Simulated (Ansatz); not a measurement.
**The perfect W wire along [111], 24 atoms a period**

What gap, if any, does the W wire along [111], 24 atoms a period have, and how many channels would it open?

Main program and level: Ansatz 0.2.0; DFT PBE, plane waves, PAW; relaxation of a wire's period; PAW set soft_1, in the first sound run; inputs show where later runs differ.

## (1) Set-up

The cell holds 24 atoms: 24 W. Cell: a = 18.008 Å, b = 18.447 Å, c = 2.745 Å, α = 90.0°, β = 90.0°, γ = 90.0°. Vacuum lies along a and b. The structure's axis is c.

## (2) Relaxation of atoms and period

Band widths follow the bond lengths, so the wire is relaxed first. The atoms and the third cell vector are free; the box across stays fixed as vacuum. A Fermi-Dirac smearing is set since the result may be a metal. The pressure printed is a third of the stress's trace over the whole box, vacuum included; only the stress along the axis is relaxed.

input.yaml reads:

```yaml
crystal:
  lattice:
    - [18.008, 0.0, 0.0]
    - [0.0, 18.447, 0.0]
    - [0.0, 0.0, 2.74530053]
  atoms:
    - { symbol: W, position: [0.188804976, 0.464931334, 0.0] }
    - { symbol: W, position: [0.313279015, 0.675395976, 0.0] }
    - { symbol: W, position: [0.437753054, 0.464931334, 0.0] }
    - { symbol: W, position: [0.562227093, 0.675395976, 0.0] }
    - { symbol: W, position: [0.188804976, 0.605241095, 0.333333333] }
    - { symbol: W, position: [0.313279015, 0.394776454, 0.333333333] }
    - { symbol: W, position: [0.437753054, 0.184311812, 0.333333333] }
    - { symbol: W, position: [0.437753054, 0.605241095, 0.333333333] }
    - { symbol: W, position: [0.562227093, 0.394776454, 0.333333333] }
    - { symbol: W, position: [0.562227093, 0.815705737, 0.333333333] }
    - { symbol: W, position: [0.686701132, 0.605241095, 0.333333333] }
    - { symbol: W, position: [0.811175171, 0.394776454, 0.333333333] }
    - { symbol: W, position: [0.188804976, 0.324621573, 0.666666667] }
    - { symbol: W, position: [0.313279015, 0.535086215, 0.666666667] }
    - { symbol: W, position: [0.437753054, 0.324621573, 0.666666667] }
    - { symbol: W, position: [0.437753054, 0.745550856, 0.666666667] }
    - { symbol: W, position: [0.562227093, 0.535086215, 0.666666667] }
    - { symbol: W, position: [0.686701132, 0.324621573, 0.666666667] }
    - { symbol: W, position: [0.686701132, 0.745550856, 0.666666667] }
    - { symbol: W, position: [0.811175171, 0.535086215, 0.666666667] }
    - { symbol: W, position: [0.313279015, 0.254466693, 0.0] }
    - { symbol: W, position: [0.562227093, 0.254466693, 0.0] }
    - { symbol: W, position: [0.686701132, 0.464931334, 0.0] }
    - { symbol: W, position: [0.811175171, 0.675395976, 0.0] }
kpoints:
  mp_grid: { grid: [1, 1, 30] }
scf:
  occupations: { method: fermi_dirac, width: 0.05 }
hamiltonian:
  xc: pbe
  pseudopotentials: { kind: paw, azcp: { folder: soft_1 } }
relax:
  cell: { fix: [a, b, alpha, beta, gamma] }
  max_steps: 45
  f_tol: 0.03
```

The run is started by

```sh
> ansatz run input.yaml --threads 4 --pin off --max-ram 16384MiB --backend cpu --events-out ev --progress --plain --runs-dir out
```

Numbers of over 12 decimals in the logs are rounded to 6 here.

The log of the run:

```text
Engine: ansatz 0.2.0, x86_64-unknown-linux-gnu
Pseudopotentials: kind: paw
Pseudopotential: W, paw, valence charge 14, recommended cutoff 420 eV (normal), soft_1/W.paw.azcp
Functional definition: PBE
  parameter kappa = 0.804
  parameter beta = 0.066725
  exchange = pbe_x(kappa = kappa, mu = beta*pi^2/3)
  correlation = pbe_c(beta = beta)
Crystal: 24 atoms, lattice volume = 911.971 Å³
Basis set: ecut = 420 eV, 17905 PW (Γ), exchange–correlation on 250×250×40 points (8 copies of the dense FFT grid, shifted against one another)
Bands: 202, of which v1, the nominal top of the filled ones, is band 168 counted from 1 (167 counted from 0)
Symmetry: 2 space group operations
Space group: P-1 (ITA 2), of the structure as read, at distance tolerance 9.7e-5 Å
k-points: 16 of 30
Non-local potential: W, projectors of the file, l = 0: 3, l = 1: 2, l = 2: 2, l = 3: 1
PAW form: soft (Blöchl's): semilocal exchange-correlation on the pseudo side does not see the compensation charge
PAW one-centre angular grid: W, 590 points (default); XC on 64 Gauss nodes
Initial density: superposition of atomic densities (neutral atoms: chi_scale 0, normalization atom)
Initial wavefunctions: pseudopotential atomic-orbital guess
Functional: x = pbe(κ = 0.804, μ = 0.219515), c = pbe(β = 0.066725)
SCF iter   1: F=—  HF=-249249.540595 eV  |F-HF|=—  |Δ(HF+E_count)|=         —  Δρ=4.83e-2  dr2=1.53e2  ethr=3.10e-3  ⟨swp⟩=9.2  Hψ=15079  notcnv=0  defer=5
preconditioner: auto → LDOS  [metal: Δε(μ)=0.010 eV  Ē_g=4.727 eV  σ=0.050 eV  W_gap=0.05  n_scr=142 (ndim 8)  ℏωp=14.8 eV  f_vac=0.452  D(μ)=24.39/eV (n_scr^D=124)  β→1.0]
SCF iter   2: F=—  HF=-249240.714147 eV  |F-HF|=—  |Δ(HF+E_count)|=    8.83e0  Δρ=3.11e-2  dr2=3.76e1  ethr=3.10e-3  ⟨swp⟩=4.8  Hψ=8619  notcnv=0  defer=95
SCF iter   3: F=—  HF=-249236.375812 eV  |F-HF|=—  |Δ(HF+E_count)|=    4.34e0  Δρ=8.41e-3  dr2=2.92e0  ethr=3.10e-3  ⟨swp⟩=3.8  Hψ=7248  notcnv=0  defer=142
SCF iter   4: F=—  HF=-249235.846356 eV  |F-HF|=—  |Δ(HF+E_count)|=   5.29e-1  Δρ=2.60e-3  dr2=1.23e-1  ethr=8.69e-4  ⟨swp⟩=3.3  Hψ=6044  notcnv=0  defer=142
SCF iter   5: F=—  HF=-249235.848732 eV  |F-HF|=—  |Δ(HF+E_count)|=   2.38e-3  Δρ=1.20e-3  dr2=3.34e-2  ethr=3.67e-5  ⟨swp⟩=3.1  Hψ=5785  notcnv=0  defer=142
SCF iter   6: F=—  HF=-249235.843789 eV  |F-HF|=—  |Δ(HF+E_count)|=   4.94e-3  Δρ=3.89e-4  dr2=3.24e-3  ethr=9.95e-6  ⟨swp⟩=2.1  Hψ=5294  notcnv=0  defer=142
SCF iter   7: F=—  HF=-249235.843921 eV  |F-HF|=—  |Δ(HF+E_count)|=   1.32e-4  Δρ=1.67e-4  dr2=9.14e-4  ethr=9.65e-7  ⟨swp⟩=2.8  Hψ=5758  notcnv=0  defer=142
SCF iter   8: F=—  HF=-249235.843890 eV  |F-HF|=—  |Δ(HF+E_count)|=   3.15e-5  Δρ=4.86e-5  dr2=4.79e-5  ethr=2.72e-7  ⟨swp⟩=2.6  Hψ=4820  notcnv=0  defer=142
SCF iter   9: F=—  HF=-249235.842324 eV  |F-HF|=—  |Δ(HF+E_count)|=   1.57e-3  Δρ=1.90e-5  dr2=6.87e-6  ethr=1.42e-8  ⟨swp⟩=3.4  Hψ=5987  notcnv=0  defer=142
SCF iter  10: F=—  HF=-249235.842328 eV  |F-HF|=—  |Δ(HF+E_count)|=   3.12e-6  Δρ=7.18e-6  dr2=5.82e-7  ethr=2.04e-9  ⟨swp⟩=2.8  Hψ=4801  notcnv=0  defer=142
SCF iter  11: F=-249235.842328 eV  HF=-249235.842328 eV  |F-HF|=6.93e-9  |Δ(HF+E_count)|=   6.35e-7  Δρ=1.91e-6  dr2=6.15e-8  ethr=2.98e-11  ⟨swp⟩=6.0  Hψ=11363  notcnv=0
SCF 1 converged in 11 iterations: F = -249235.842328 eV  dr2 = 6.15e-8
  greatest PAW one-centre occupation: 0.999 electrons in one spin orbital (limit 2), on the W atom at site 14 (counted from 0), in its partial waves of l = 0
relax step   1: F+E_penalty+E_count = -249235.84232819 eV  Δ(F+E_penalty+E_count) = +0.000e0 eV  max|allowed force component| = 1.685e0 eV/Å  Δτ_max = 0.0000 Å  P = -5.103 GPa  Ω = 911.971 Å³  fix = [a, b, alpha, beta, gamma]  reactions: a -4.831, b -4.544 GPa; alpha -0.065, beta -0.107, gamma +0.263 GPa/rad  (11 SCF iters, dr2 threshold 1.00e-7 eV, accepted)
Crystal: 24 atoms, lattice volume = 880.938 Å³
Basis set: ecut = 420 eV, 17321 PW (Γ), exchange–correlation on 250×250×40 points (8 copies of the dense FFT grid, shifted against one another)
Initial density: handed on by an earlier stage of this run
Initial wavefunctions: those handed on with the density
iter 1 solved again at ethr=1.86e-3 eV; its pass at ethr=3.10e-3 eV (dr2=6.26e0 eV) is discarded
SCF iter   1: F=—  HF=-249236.994437 eV  |F-HF|=—  |Δ(HF+E_count)|=         —  Δρ=1.59e-2  dr2=6.35e0  ethr=1.86e-3  ⟨swp⟩=4.4  Hψ=18188  notcnv=0  defer=5
preconditioner: auto → LDOS  [metal: Δε(μ)=0.006 eV  Ē_g=4.706 eV  σ=0.050 eV  W_gap=0.03  n_scr=140 (ndim 8)  ℏωp=15.0 eV  f_vac=0.480  D(μ)=18.78/eV (n_scr^D=100)  β→1.0]
SCF iter   2: F=—  HF=-249237.043090 eV  |F-HF|=—  |Δ(HF+E_count)|=   4.87e-2  Δρ=1.11e-2  dr2=5.09e0  ethr=1.86e-3  ⟨swp⟩=5.0  Hψ=6127  notcnv=0  defer=59
SCF iter   3: F=—  HF=-249236.211938 eV  |F-HF|=—  |Δ(HF+E_count)|=   8.31e-1  Δρ=2.21e-3  dr2=1.08e-1  ethr=1.51e-3  ⟨swp⟩=2.6  Hψ=5395  notcnv=0  defer=183
SCF iter   4: F=—  HF=-249236.187644 eV  |F-HF|=—  |Δ(HF+E_count)|=   2.43e-2  Δρ=6.72e-4  dr2=8.20e-3  ethr=3.22e-5  ⟨swp⟩=3.4  Hψ=6278  notcnv=0  defer=186
SCF iter   5: F=—  HF=-249236.187970 eV  |F-HF|=—  |Δ(HF+E_count)|=   3.26e-4  Δρ=2.36e-4  dr2=1.15e-3  ethr=2.44e-6  ⟨swp⟩=2.4  Hψ=4771  notcnv=0  defer=186
SCF iter   6: F=—  HF=-249236.186619 eV  |F-HF|=—  |Δ(HF+E_count)|=   1.35e-3  Δρ=7.66e-5  dr2=9.08e-5  ethr=3.41e-7  ⟨swp⟩=2.9  Hψ=5781  notcnv=0  defer=186
SCF iter   7: F=—  HF=-249236.186668 eV  |F-HF|=—  |Δ(HF+E_count)|=   4.81e-5  Δρ=2.85e-5  dr2=1.07e-5  ethr=2.70e-8  ⟨swp⟩=2.4  Hψ=4972  notcnv=0  defer=186
SCF iter   8: F=-249236.186674 eV  HF=-249236.186675 eV  |F-HF|=1.76e-7  |Δ(HF+E_count)|=   7.01e-6  Δρ=7.03e-6  dr2=9.36e-7  ethr=7.14e-10  ⟨swp⟩=6.0  Hψ=11420  notcnv=0
SCF 2 converged in 8 iterations: F = -249236.186674 eV  dr2 = 9.36e-7
relax step   2: F+E_penalty+E_count = -249236.18667434 eV  Δ(F+E_penalty+E_count) = -3.443e-1 eV  max|allowed force component| = 1.999e0 eV/Å  Δτ_max = 0.1949 Å  P = +4.674 GPa  Ω = 880.938 Å³  energy of the carried Pulay correction = +7.027e-3 eV  fix = [a, b, alpha, beta, gamma]  reactions: a +3.771, b +3.991 GPa; alpha -0.095, beta -0.153, gamma +0.179 GPa/rad  (8 SCF iters, dr2 threshold 2.40e-6 eV, accepted)
Crystal: 24 atoms, lattice volume = 896.730 Å³
Basis set: ecut = 420 eV, 17597 PW (Γ), exchange–correlation on 250×250×40 points (8 copies of the dense FFT grid, shifted against one another)
iter 1 solved again at ethr=1.25e-3 eV; its pass at ethr=3.10e-3 eV (dr2=4.21e0 eV) is discarded
SCF iter   1: F=—  HF=-249237.393634 eV  |F-HF|=—  |Δ(HF+E_count)|=         —  Δρ=1.16e-2  dr2=4.29e0  ethr=1.25e-3  ⟨swp⟩=4.5  Hψ=16630  notcnv=0  defer=5
[...]
relax step   4: F+E_penalty+E_count = -249237.20298531 eV  Δ(F+E_penalty+E_count) = -2.081e-1 eV  max|allowed force component| = 2.065e-1 eV/Å  Δτ_max = 0.1033 Å  P = -0.367 GPa  Ω = 896.385 Å³  energy of the carried Pulay correction = +3.499e-3 eV  fix = [a, b, alpha, beta, gamma]  reactions: a -0.485, b -0.410 GPa; alpha -0.008, beta +0.003, gamma +0.069 GPa/rad  (7 SCF iters, dr2 threshold 2.40e-6 eV, accepted)
[...]
relax step   5: F+E_penalty+E_count = -249237.18509972 eV  Δ(F+E_penalty+E_count) = +1.789e-2 eV  max|allowed force component| = 2.696e-1 eV/Å  Δτ_max = 0.0765 Å  P = +0.031 GPa  Ω = 898.223 Å³  energy of the carried Pulay correction = +3.083e-3 eV  fix = [a, b, alpha, beta, gamma]  (7 SCF iters, dr2 threshold 2.40e-6 eV, rejected (line search))
[...]
relax step   6: F+E_penalty+E_count = -249237.22627179 eV  Δ(F+E_penalty+E_count) = -2.329e-2 eV  max|allowed force component| = 2.079e-2 eV/Å  Δτ_max = 0.0249 Å  P = -0.053 GPa  Ω = 896.510 Å³  energy of the carried Pulay correction = +3.471e-3 eV  fix = [a, b, alpha, beta, gamma]  reactions: a -0.078, b -0.063 GPa; alpha +0.006, beta +0.009, gamma +0.002 GPa/rad  (11 SCF iters, accepted)
Initial wavefunctions: pseudopotential atomic-orbital guess (no wavefunctions were taken with the density)
iter 1 solved again at ethr=2.20e-8 eV; its pass at ethr=3.10e-3 eV (dr2=7.41e-5 eV) is discarded
SCF iter   1: F=—  HF=-249237.224487 eV  |F-HF|=—  |Δ(HF+E_count)|=         —  Δρ=3.33e-5  dr2=1.35e-6  ethr=2.20e-8  ⟨swp⟩=6.2  Hψ=27997  notcnv=0
preconditioner: auto → LDOS  [metal: Δε(μ)=0.012 eV  Ē_g=4.469 eV  σ=0.050 eV  W_gap=0.06  n_scr=140 (ndim 8)  ℏωp=14.9 eV  f_vac=0.472  D(μ)=18.56/eV (n_scr^D=96)  β→1.0]
SCF iter   2: F=—  HF=-249237.222889 eV  |F-HF|=—  |Δ(HF+E_count)|=   1.60e-3  Δρ=3.65e-6  dr2=5.91e-8  ethr=4.01e-10  ⟨swp⟩=3.1  Hψ=6335  notcnv=0
SCF iter   3: F=—  HF=-249237.222889 eV  |F-HF|=—  |Δ(HF+E_count)|=   2.02e-8  Δρ=1.03e-6  dr2=1.10e-8  ethr=1.76e-11  ⟨swp⟩=3.1  Hψ=6942  notcnv=0
SCF iter   4: F=—  HF=-249237.222889 eV  |F-HF|=—  |Δ(HF+E_count)|=   3.43e-9  Δρ=1.43e-7  dr2=4.77e-10  ethr=3.28e-12  ⟨swp⟩=3.5  Hψ=7136  notcnv=0
SCF iter   5: F=-249237.222889 eV  HF=-249237.222889 eV  |F-HF|=1.16e-10  |Δ(HF+E_count)|=    0.00e0  Δρ=7.20e-8  dr2=1.63e-10  ethr=1.00e-12  ⟨swp⟩=5.0  Hψ=11963  notcnv=0
SCF 7 converged in 5 iterations: F = -249237.222889 eV  dr2 = 1.63e-10
relax step   7: F+E_penalty+E_count = -249237.22288852 eV  Δ(F+E_penalty+E_count) = +3.383e-3 eV  max|allowed force component| = 2.071e-2 eV/Å  Δτ_max = 0.0000 Å  P = -0.053 GPa  Ω = 896.510 Å³  fix = [a, b, alpha, beta, gamma]  reactions: a -0.076, b -0.062 GPa; alpha +0.006, beta +0.009, gamma +0.002 GPa/rad  stress off target by 1.96e-2 GPa on what of the cell is left free  SCF on the basis re-selected at this cell (its energy is not comparable with the rows above)  (5 SCF iters)
basis re-selected at this cell: Δ(F+E_penalty+E_count) = +3.383e-3 eV, ΔP = +0.000 GPa vs the last step (what re-selecting the basis moved, of the pressure what is left beyond the Pulay correction that the steps carried, after the strain that the cell walked since its last selection, with what the two solves' SCF thresholds leave and, on support functions, any second-order correction that the steps lacked; it is no m [...]
SCF converged after 5 iterations
Free energy (F): -249237.222889 eV
Harris-Foulkes:  -249237.222889 eV  (|F-HF|=1.16e-10)
Internal energy: -249237.067308 eV  (E = F + TS)
E sigma→0 (E₀):  -249237.145098 eV
Entropy (-TS):   -0.155580 eV (-6.483 meV/atom)
Fermi energy:    6.979225 eV
--- Per-component energies (eV) ---
  E_band       = -7149.509359
  E_kinetic    = 10105.232306
  E_local      = -212421.329699  (includes V_loc(G=0)·N_el)
  E_nonlocal   = -597.576742
  E_hartree    = 102593.578243
  E_xc         = -6400.900891
  E_vxc        = -5519.676612  (∫ρ·V_xc dr)
  E_paw        = -205870.326852  (= ΣΔE_a)
  E_vpaw       = -3903.320086  (= ΣTr[D̂ρ^β])
  E_aug_tail   = 0.003569  (compensation charges beyond the density's cutoff)
  E_ewald      = 63354.252758
  E_smearing   = -0.155580  (= −TS)
  E_closure    = -0.000000  (closes the sum)
  Σ components = -249237.222889   (vs F -249237.222889, Δ=0.00e0)
--- Forces (eV/Å), atoms counted from 1 ---
  atom   1  W      0.00345150    -0.00114114     0.00099777
  atom   2  W      0.00785708     0.00393836    -0.00923720
  atom   3  W     -0.00315165    -0.00243379    -0.01171302
  atom   4  W      0.00456983     0.00972545    -0.01273861
  atom   5  W      0.01752052    -0.01075089    -0.00666325
  atom   6  W     -0.00633813    -0.00321731    -0.00957191
  atom   7  W     -0.00101748     0.02071339    -0.00648985
  atom   8  W      0.00705609    -0.01137670    -0.00014074
  atom   9  W     -0.00705609     0.01137670     0.00014074
  atom  10  W      0.00101748    -0.02071339     0.00648985
  atom  11  W      0.00633813     0.00321731     0.00957191
  atom  12  W     -0.01752052     0.01075089     0.00666325
  atom  13  W      0.02069487     0.01112129     0.01240134
  atom  14  W     -0.01086429     0.00055812     0.01281856
  atom  15  W     -0.00456983    -0.00972545     0.01273861
  atom  16  W     -0.00692469    -0.00514772     0.00957810
  atom  17  W      0.00315165     0.00243379     0.01171302
  atom  18  W     -0.00785708    -0.00393836     0.00923720
  atom  19  W     -0.00099588    -0.00347531    -0.00068938
  atom  20  W     -0.00345150     0.00114114    -0.00099777
  atom  21  W      0.00099588     0.00347531     0.00068938
  atom  22  W      0.00692469     0.00514772    -0.00957810
  atom  23  W      0.01086429    -0.00055812    -0.01281856
  atom  24  W     -0.02069487    -0.01112129    -0.01240134
  max |Σ_I F_I| component: 3.47e-18 eV/Å
--- Stress (GPa, compression-positive) ---
       -0.076053      -0.002049      -0.008959
       -0.002049      -0.061994      -0.006041
       -0.008959      -0.006041      -0.019562
  P = ⅓ Tr σ = -0.0525 GPa (-0.525 kbar)
--- Relaxed structure (6 steps of the walk, 5 accepted, 1 SCFs on fresh bases) ---
  F+E_penalty+E_count = -249237.22288852 eV   max|allowed force component| = 2.071e-2 eV/Å   (the final SCF, on the basis selected at the relaxed cell)
  cell:  # Å, volume = 896.5104 Å³
    - [18.008, 0, 0]
    - [0, 18.447, 0]
    - [0, 0, 2.698759]
  atoms:
    - { symbol: W, position: [0.190948, 0.465332, -0.00245658] }
    - { symbol: W, position: [0.314329, 0.675867, 0.016417] }
    - { symbol: W, position: [0.438483, 0.465357, -0.00407911] }
    - { symbol: W, position: [0.561837, 0.676517, -0.00270562] }
    - { symbol: W, position: [0.196000, 0.602095, 0.356641] }
    - { symbol: W, position: [0.312372, 0.394265, 0.322639] }
    - { symbol: W, position: [0.438653, 0.192024, 0.356256] }
    - { symbol: W, position: [0.436414, 0.607440, 0.333477] }
    - { symbol: W, position: [0.563566, 0.392578, 0.333189] }
    - { symbol: W, position: [0.561327, 0.807994, 0.310411] }
    - { symbol: W, position: [0.687608, 0.605752, 0.344028] }
    - { symbol: W, position: [0.803980, 0.397923, 0.310026] }
    - { symbol: W, position: [0.195872, 0.328600, 0.619289] }
    - { symbol: W, position: [0.312390, 0.535954, 0.669529] }
    - { symbol: W, position: [0.438143, 0.323500, 0.669372] }
    - { symbol: W, position: [0.436751, 0.744863, 0.650482] }
    - { symbol: W, position: [0.561497, 0.534661, 0.670746] }
    - { symbol: W, position: [0.685651, 0.324151, 0.650249] }
    - { symbol: W, position: [0.685185, 0.743969, 0.668876] }
    - { symbol: W, position: [0.809032, 0.534686, 0.669123] }
    - { symbol: W, position: [0.314795, 0.256048, -0.00220953] }
    - { symbol: W, position: [0.563229, 0.255155, 0.016185] }
    - { symbol: W, position: [0.687590, 0.464063, -0.0028628] }
    - { symbol: W, position: [0.804108, 0.671417, 0.047377] }
```

It took 6.1 min on 4 threads of Intel Xeon Platinum 8375C at 2.90GHz (Ice Lake), shared host; peak memory 4.7 GiB.

(Part 1 of 2 ends here.)

[Logs are printed without paths, hosts, clocks, repeated set-up lines and the standing remarks that a program may print on its own settings, such as how far it seeks lower states.]

[Hosts, paths, dates, database ids (printed as entryN), source tags and the programs' standing remarks are cut or masked in the printed files.]
